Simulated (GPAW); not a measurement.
Consider PbO (Litharge, P4/nmm).

```xyz
4
Lattice="3.9900 0.0000 0.0000 0.0000 3.9900 0.0000 0.0000 0.0000 5.0100" Properties=species:S:1:pos:R:3 pbc="T T T"
Pb    1.9950    0.0000    3.8076
Pb    0.0000    1.9950    1.2024
O     1.9950    1.9950    0.0000
O     0.0000    0.0000    0.0000
```

Absorber: atom 3, with 4 Pb at 2.33 Å (tetrahedral, site symmetry -4m2). Method: GPAW, LDA, full core hole (charged cell), 8-atom cell with 5.6 Å between holes, 5×5×5 k points, dipole transitions, Gaussian full width 0.9 eV up to 4 eV, rising linearly to 3.5 eV at 25 eV, without spin-orbit coupling.

The database entry behind the starting cell differs from later determinations by our own check (an axis about 0.4 % long against later determinations), so it need not match the best structure at ambient conditions.

What does the O K edge look like?

Main maxima up to 24 eV above the zero (height): 1.7 eV (2.43), 4.3 eV (1.72), 5.6 eV (2.20) and 15.0 eV (1.38). A K edge sees empty p states on the absorber. The total-energy difference plus the lowest empty eigenvalue puts the zero at 533.31 eV. One term is added: -8.83 eV, since the hole is spin-paired here and a spin-polarised one costs that much less in the free atom (computed apart). The photon energy is then 524.48 eV. The functional and the charged cell's background leave an error in such absolute values: in the free atom LDA prices this hole 4.1 eV below PBE (computed apart), and PBE is itself good to a few eV.

The O K spectrum (energy from the lowest empty level; intensity scaled to a mean of 1 over the first 20 eV; polarised curves are means over the symmetry-equivalent atoms):

```tsv
E (eV)	isotropic	ε ⊥ c	ε ∥ c
-2.0	0.00	0.00	0.00
-1.0	0.00	0.00	0.00
0.0	0.03	0.04	0.02
1.0	1.11	1.01	1.32
2.0	2.23	2.27	2.14
3.0	0.92	1.00	0.78
4.0	1.57	1.72	1.28
5.0	1.73	1.69	1.83
6.0	1.98	2.01	1.91
7.0	0.60	0.67	0.47
8.0	0.37	0.37	0.37
9.0	0.35	0.40	0.25
10.0	0.38	0.46	0.24
11.0	0.71	0.82	0.50
12.0	0.93	0.97	0.84
13.0	0.96	0.99	0.91
14.0	1.20	1.26	1.07
15.0	1.38	1.36	1.41
16.0	1.21	1.10	1.42
17.0	0.85	0.76	1.05
18.0	0.57	0.52	0.67
19.0	0.52	0.50	0.57
20.0	0.62	0.58	0.70
21.0	0.70	0.63	0.84
22.0	0.75	0.66	0.94
23.0	0.81	0.69	1.05
24.0	0.88	0.76	1.12
25.0	0.95	0.90	1.06
26.0	1.06	1.10	0.98
27.0	1.18	1.28	0.97
28.0	1.22	1.34	0.98
29.0	1.15	1.27	0.92
30.0	1.03	1.14	0.79
31.0	0.91	1.02	0.68
32.0	0.83	0.92	0.64
```

The holes are only 5.6 Å apart, so the shape is probably not converged with cell size; no larger cell was run here. The mesh is coarse (0.26 Å⁻¹ between points), so small maxima may be mesh ripples. The structure is a published determination, not relaxed.

[Banner, clock and machine lines of the logs are left out without a mark of their own.]

[Logs are printed without paths, hosts, clocks, repeated set-up lines and the standing remarks that a program may print on its own settings, such as how far it seeks lower states.]

[Hosts, paths, dates, database ids (printed as entryN), source tags and the programs' standing remarks are cut or masked in the printed files.]

[Lists of maxima count a maximum above −3 eV only where it reaches 4 % of the highest in the window and stands out from its surroundings by 2 % of it (1.5 % where it reaches 55 %); shoulders and weaker maxima are passed over, and of the rest the first, up to two pre-edge ones and the few strongest are named.]
